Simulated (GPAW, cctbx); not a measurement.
# What do these deviations say about the bonding?

CdOs5, P6/mmm (no. 191), a = 5.0594 Å, b = 5.0594 Å, c = 4.5732 Å, α = 90.00°, β = 90.00°, γ = 120.00°.

```csv
atom,mult.,x,y,z
Os1,3,0,1/2,1/2
Os2,2,2/3,1/3,0
Cd1,1,0,0,0
```

The start was made by putting kin elements into a known structure type; the compound need not exist, or be stable, in this form.

Absolute values of the static structure factors of the conventional cell from DFT (PBE, GPAW) against free spherical atoms, in electrons:

| hkl | d (Å) | free atoms | crystal |
| --- | --- | --- | --- |
| 001 | 4.573 | 26.85 | 27.10 |
| 100 | 4.382 | 97.59 | 97.95 |
| 101 | 3.164 | 41.44 | 41.33 |
| 110 | 2.530 | 103.40 | 103.30 |
| 002 | 2.287 | 351.66 | 351.15 |
| 111 | 2.214 | 224.06 | 223.71 |
| 200 | 2.191 | 161.33 | 161.11 |
| 102 | 2.027 | 85.28 | 85.04 |
| 201 | 1.976 | 205.19 | 204.71 |
| 112 | 1.696 | 90.78 | 90.71 |

**Question.** Which way does charge move, and which reflections show it best?

Project each element's phase sum on the total phase. |F| rises if density moves to atoms that scatter in phase and falls if it moves to atoms that scatter against it; the rule is for low angles, since changes of shape take over beyond. Where all elements are in phase the terms compete, and the compactness of the donor's and the acceptor's density matters too.

| hkl | Os in phase | Cd in phase | change (e) | (%) |
| --- | --- | --- | --- | --- |
| 001 | +1.0 | -1.0 | +0.24 | +0.9 |
| 100 | +2.0 | -1.0 | +0.36 | +0.4 |
| 101 | 0.0 | +1.0 | -0.11 | -0.3 |
| 110 | +1.0 | +1.0 | -0.10 | -0.1 |
| 002 | +5.0 | +1.0 | -0.51 | -0.1 |
| 111 | +3.0 | +1.0 | -0.35 | -0.2 |
| 200 | +2.0 | +1.0 | -0.23 | -0.1 |
| 102 | +2.0 | -1.0 | -0.23 | -0.3 |

Low-angle reflections that set elements apart and change by more than 0.05 e: 001, 100, 101, 110 and 102. The signs fit a gain of density on Os and a loss on Cd, apart from 102. The best witness is 001, +0.9 %, where Os enters with +1.0. The real-space density agrees: Voronoi charges Os -0.08, Cd +0.39 e. The shortest bond, Os–Os, has Δρ = +0.08 e/Å³ at its midpoint.

[Outputs are excerpts: Python notices, other lines and further rows are left out; steps that failed or that the build refused (PBEsol, TPSS) are not shown.]

[Logs are printed without paths, hosts, clocks, repeated set-up lines and the standing remarks that a program may print on its own settings, such as how far it seeks lower states.]
